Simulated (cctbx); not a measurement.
# What is wrong with this refinement?

Cell a = 5.8180 Å, b = 5.8180 Å, c = 5.9050 Å, α = 90.00°, β = 90.00°, γ = 90.00°; space group P-4n2 (no. 118). The compound is H8RhN2.

The data are simulated with cctbx, not measured: Cu Kα, λ = 1.54184 Å, to d = 0.8 Å, 70 % of the full sphere, strongest reflection 5000 counts, noise from counting, a 1.5 % proportional error and a noise floor of 2 counts (s.d.); no absorption, and some extinction, which the refinements don't model.

An anisotropic refinement with weights 1/σ² prints:

```text
Rint 0.023, 209 unique reflections to 0.80 A
cycle     R1     wR2    GooF  max shift (A)
   1  0.0413  0.0912   4.135   0.13711
  12  0.0149  0.0356   1.616   0.02114
final R1 0.0149 wR2 0.0356 GooF 1.615  parameters 11  data/parameter 19.0
atom        x        y        z      Ueq    occ   su(xyz)  su(Uiso or U11)
Rh1    0.00000  0.00000  0.50000   0.0221  1.000  0.00000  0.0002
N1     0.74606  0.75394  0.25000   0.0219  1.000  0.00138  0.0010
H1     0.23907  0.06999  0.18705   0.0981  1.000  0.01452  0.0322
difference map: max 0.35 min -0.35 rms 0.10
Q1    0.1268  0.6661  0.5670    8    0.35  1.19 A from H1
Q2    0.1456  0.3467  0.3833    8    0.29  1.17 A from N1
Q3    0.0000  0.5000  0.7500    2    0.26  1.62 A from H1
Q4    0.0505  0.1947  0.2728    8    0.24  1.23 A from N1
Q5    0.1995  0.2122  0.0487    8    0.24  1.19 A from H1
Q6    0.1875  0.8047  0.5498    8    0.24  1.28 A from N1
```

**Question.** Can this result stand? If not, what is the likely fault?

Mend it. The fault: an atom left out, H at (0.3598, 0.8242, 0.9187). Against the right model at the same level, R1 goes from 0.0111 to 0.0149 and GooF from 1.19 to 1.61. Q2 is the missing atom. With scattering power missing, scale and phases suffer, so peaks may also grow on the heavy atoms. The fit had not settled when the cycles ran out.

The compound is H8RhN2. The right model at the same level gives:

```text
Rint 0.023, 209 unique reflections to 0.80 A
cycle     R1     wR2    GooF  max shift (A)
   1  0.0383  0.0868   3.973   0.11148
   6  0.0111  0.0260   1.193   0.00018
final R1 0.0111 wR2 0.0260 GooF 1.193  parameters 15  data/parameter 13.9
atom        x        y        z      Ueq    occ   su(xyz)  su(Uiso or U11)
Rh1    0.00000  0.00000  0.50000   0.0222  1.000  0.00000  0.0001
N1     0.75189  0.74811  0.25000   0.0219  1.000  0.00101  0.0007
H1     0.35742  0.83507  0.92402   0.0476  1.000  0.00853  0.0119
H2     0.21952  0.03210  0.22843   0.0439  1.000  0.00792  0.0114
Flack x: 0.5(9)
Hooft y: 0.243(304)  Bijvoet pairs: 80
difference map: max 0.28 min -0.34 rms 0.08
Q1    0.0000  0.5000  0.7500    2    0.30  1.65 A from H2
Q2    0.0897  0.1858  0.1137    8    0.27  1.11 A from H1
Q3    0.0000  0.5000  0.2500    2    0.25  1.63 A from H1
Q4    0.0617  0.6519  0.5032    8    0.25  1.28 A from H1
Q5    0.0662  0.1488  0.9270    8    0.23  1.16 A from H2
Q6    0.2040  0.7483  0.9611    8    0.21  1.05 A from H1
```

The model was made for the exercise: a known structure type with other elements put in, its volume estimated, not relaxed; displacement parameters are assumed.

[Middle refinement cycles are left out of these outputs.]

[Logs are printed without paths, hosts, clocks, repeated set-up lines and the standing remarks that a program may print on its own settings, such as how far it seeks lower states.]
